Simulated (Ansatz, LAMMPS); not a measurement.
# Amorphous 37Ga2O3-63Al2O3 (mol %) (135 atoms): atom by atom

The starting structure: 135 atoms (20 Fe, 34 Al, 81 O) placed at random at 3.55 g/cm³, melted at 5000 K for 10 ps at fixed volume with the Morse and Coulomb pair potential with partial charges (Pedone, Malavasi, Menziani, Cormack and Segre, J. Phys. Chem. B 110, 11780 (2006)). Quenched from 5000 K to 300 K at 50 K/ps and fixed volume, held 10 ps at zero pressure, then minimised at fixed cell. Then Fe was replaced by Ga and the cell scaled by 1.006 (the potential has no terms for the new elements, so the cell is a start for a DFT relaxation).

Geometry: step 2 of a relaxation. Computed with Ansatz 0.2.0: Kohn-Sham DFT, revPBE, PAW (set soft_2), plane waves; cutoff 420 eV, Γ point, fixed occupations; density 4.44 g/cm³.

Cell vectors (Å):

```
11.052 0.000 0.000
0.000 11.052 0.000
0.000 0.000 11.052
```

Positions in Å, forces in eV/Å:

```tsv
atom	x	y	z	fx	fy	fz
Ga1	7.535	9.409	5.114	-0.164	-0.042	-0.169
Ga2	2.715	6.811	4.052	-0.158	0.153	-0.012
Ga3	3.329	2.784	4.219	0.450	-0.926	0.085
Ga4	6.359	6.515	9.078	-0.339	0.037	-0.196
Ga5	0.936	4.513	7.632	0.066	0.078	0.318
Ga6	9.254	4.741	9.294	0.164	-0.040	0.035
Ga7	2.691	8.529	1.698	-0.198	0.175	-0.055
Ga8	5.941	9.682	8.216	0.248	0.169	0.152
Ga9	8.144	5.882	3.506	0.097	-0.215	0.244
Ga10	4.947	6.330	0.901	-0.259	0.563	0.235
Ga11	1.946	5.266	1.822	-0.431	-0.067	0.122
Ga12	4.181	8.582	5.691	-0.290	-0.257	0.322
Ga13	4.176	5.808	7.005	-0.105	-0.360	0.337
Ga14	9.861	1.457	0.026	-0.802	0.069	-0.404
Ga15	5.159	9.441	0.209	0.020	0.269	0.162
Ga16	10.623	7.160	2.260	0.038	-0.095	0.275
Ga17	9.408	8.000	8.159	0.286	0.025	-0.291
Ga18	8.001	10.334	10.404	0.096	0.388	0.176
Ga19	3.340	4.703	9.770	0.179	0.057	0.075
Ga20	3.822	2.594	1.286	-0.377	-0.002	0.257
Al21	10.636	9.039	0.067	-0.077	-0.229	0.386
Al22	1.664	9.779	5.069	-0.312	-0.020	0.129
Al23	9.670	4.289	1.491	-0.176	0.043	0.357
Al24	0.811	6.490	10.133	0.417	-0.008	0.073
Al25	3.584	7.944	9.424	0.359	0.521	-0.326
Al26	4.594	3.101	6.710	0.298	0.102	-0.539
Al27	2.314	10.922	0.082	0.073	0.007	-0.265
Al28	8.455	0.082	7.355	0.004	0.397	0.179
Al29	0.289	10.431	2.297	0.599	0.360	0.060
Al30	7.180	6.792	5.980	0.363	0.137	-0.349
Al31	5.388	7.360	3.372	-0.353	-0.177	0.010
Al32	10.367	10.879	4.925	0.374	-0.151	0.388
Al33	6.738	2.752	2.433	-0.310	-0.222	-0.084
Al34	7.177	2.227	5.468	0.021	-0.064	-0.018
Al35	9.478	2.242	3.385	0.338	0.271	0.270
Al36	1.712	7.668	7.324	0.983	0.306	-0.117
Al37	0.881	4.125	4.680	0.322	-0.395	-0.076
Al38	8.393	6.748	0.077	0.434	0.100	-0.276
Al39	9.848	2.231	8.139	-0.673	-0.731	-0.115
Al40	6.230	1.212	10.909	0.183	0.262	0.004
Al41	10.269	7.705	5.447	-0.353	0.546	0.376
Al42	5.347	4.527	4.009	0.053	-0.546	0.263
Al43	1.513	1.694	6.496	-0.101	-0.054	0.048
Al44	3.136	10.601	8.072	-0.459	-0.330	0.107
Al45	3.603	10.717	3.167	0.083	-0.756	0.277
Al46	6.341	4.164	10.768	-0.368	-0.280	-0.213
Al47	6.777	0.052	2.711	-0.189	0.021	0.496
Al48	0.936	2.219	2.151	0.302	-0.071	0.454
Al49	2.145	1.942	9.402	-0.059	-0.524	0.014
Al50	5.042	0.212	5.657	0.345	-0.703	-0.453
Al51	0.348	10.397	8.604	0.012	0.300	-0.398
Al52	7.692	8.657	1.857	-0.197	0.029	-0.328
Al53	6.945	2.914	8.457	0.117	-0.245	0.072
Al54	9.223	4.206	5.903	0.212	-0.302	-0.225
O55	10.194	2.576	1.504	-0.010	-0.563	-0.001
O56	10.985	5.517	8.942	-0.347	-0.603	-0.512
O57	6.935	7.567	4.388	0.320	0.459	0.221
O58	7.960	5.312	5.430	-0.151	0.096	-0.456
O59	9.083	3.887	7.603	-0.116	-0.172	0.757
O60	0.973	0.713	1.280	0.083	-0.390	-0.331
O61	3.418	10.335	5.280	0.198	0.081	-0.030
O62	3.723	8.127	7.506	-0.477	-0.082	-0.165
O63	4.315	1.798	5.591	-0.490	0.249	-0.285
O64	1.157	0.465	9.705	0.198	0.013	0.500
O65	4.577	4.392	0.206	-0.342	0.025	-0.115
O66	4.355	3.627	2.877	-0.456	-0.488	-0.127
O67	3.994	8.633	3.401	-0.176	0.058	-0.199
O68	6.473	3.130	4.139	-0.286	0.429	0.083
O69	10.536	9.025	9.242	-0.377	-0.619	0.115
O70	2.133	8.027	5.448	-0.163	-0.020	-0.015
O71	0.878	0.410	5.537	0.126	-0.417	-0.288
O72	1.624	9.778	7.503	-0.097	-0.464	-0.415
O73	9.123	5.111	0.073	-0.189	0.043	-0.861
O74	8.245	8.562	0.088	0.127	0.306	-0.062
O75	5.992	9.109	6.209	0.314	0.193	0.005
O76	4.327	6.242	9.219	-0.093	-0.206	-0.083
O77	10.309	0.498	3.336	-0.375	0.408	-0.337
O78	6.584	6.113	10.992	-0.219	-0.087	-0.095
O79	7.806	9.732	3.297	0.214	0.207	0.482
O80	6.074	6.389	7.214	-0.737	-0.323	0.756
O81	8.957	10.520	5.819	-0.546	-0.693	-0.351
O82	10.992	7.532	7.013	-0.460	-0.156	0.702
O83	2.948	1.366	3.029	-0.290	0.800	-0.164
O84	1.788	10.000	3.224	0.362	0.128	0.245
O85	7.979	1.212	10.892	0.560	-0.558	-0.066
O86	5.341	11.004	3.742	-0.356	0.138	0.289
O87	0.282	2.854	3.679	-0.939	-0.535	-0.093
O88	2.637	1.283	7.801	0.386	0.079	-0.019
O89	5.989	7.970	1.786	-0.016	-0.004	-0.496
O90	10.047	2.787	9.773	0.137	0.046	0.742
O91	8.079	1.605	8.102	0.153	0.271	0.083
O92	5.895	2.542	9.850	-0.180	0.427	-0.298
O93	6.005	10.802	9.927	-0.201	-0.709	0.150
O94	2.103	5.701	11.027	0.330	-0.254	0.088
O95	2.227	5.846	7.026	-0.153	-0.299	0.120
O96	6.714	10.305	1.147	-0.014	-0.527	-0.226
O97	2.040	3.373	1.483	0.712	0.531	-0.336
O98	5.567	1.643	1.468	-0.410	-0.012	0.235
O99	6.208	5.667	3.084	0.810	0.507	-0.252
O100	2.053	5.053	3.864	0.504	0.784	-0.533
O101	4.434	4.393	5.475	-0.218	0.279	0.714
O102	4.181	4.022	8.066	-0.221	0.747	0.507
O103	3.693	10.333	1.319	-0.013	-0.220	-0.208
O104	8.571	7.880	6.354	0.437	0.270	0.191
O105	4.472	6.795	5.028	-0.292	0.271	0.024
O106	10.302	9.064	1.968	-0.466	-0.713	-0.318
O107	7.176	4.510	9.203	0.362	0.240	-0.130
O108	10.877	4.797	5.829	-0.271	0.503	0.727
O109	3.788	6.257	2.377	0.392	-0.260	-0.305
O110	0.301	2.615	7.351	0.696	0.924	-0.022
O111	3.860	7.888	0.223	0.310	-0.156	0.458
O112	9.861	10.653	11.011	-0.197	0.724	-0.166
O113	5.688	8.336	9.506	-0.151	-0.024	-0.443
O114	10.165	0.377	7.936	-0.258	0.541	-0.393
O115	6.815	0.558	5.842	0.020	-0.382	0.207
O116	1.885	3.619	9.246	-0.130	1.125	-0.277
O117	1.357	9.394	0.483	0.095	-0.040	0.203
O118	8.955	2.503	5.257	0.172	0.047	-0.241
O119	7.929	9.795	8.390	-0.357	-0.391	0.318
O120	1.508	7.300	2.544	0.301	0.035	-0.104
O121	7.160	3.700	1.120	0.872	0.377	-0.039
O122	4.731	10.876	7.449	0.792	0.181	0.050
O123	11.044	5.264	1.951	0.474	0.508	0.087
O124	8.527	6.967	1.933	-0.064	-0.141	-0.042
O125	8.408	6.746	9.133	0.129	0.216	0.156
O126	1.846	7.522	9.140	-0.150	0.099	0.002
O127	10.953	9.218	4.878	0.244	0.238	-0.248
O128	3.192	1.547	10.789	0.327	-0.139	0.409
O129	7.861	1.448	2.886	0.401	-0.022	0.012
O130	10.680	7.254	0.125	-0.610	-0.041	0.249
O131	3.389	9.907	9.690	-0.114	-0.224	0.355
O132	8.879	4.113	3.090	-0.086	0.009	-0.003
O133	2.071	3.098	5.616	0.223	0.297	-0.621
O134	9.896	6.816	4.054	-0.251	-0.660	-0.971
O135	6.356	3.027	6.842	-0.056	0.102	-0.357
```

The quench rate of 50 K/ps is many orders above laboratory rates, so the cell is likely richer in defects and strain than a real sample. The network of bonds at the start is that of the classical potential that made the cell. Only the Γ point is sampled, in a cell whose shortest periodic width is 11 Å.

The r.m.s. force component is 0.350 eV/Å; the longest force, 1.20 eV/Å, acts on O134. The energy lies 16.9 meV/atom below that of the first step of this run.

[Logs are printed without paths, hosts, clocks, repeated set-up lines and the standing remarks that a program may print on its own settings, such as how far it seeks lower states.]

[Hosts, paths, dates, database ids (printed as entryN), source tags and the programs' standing remarks are cut or masked in the printed files.]
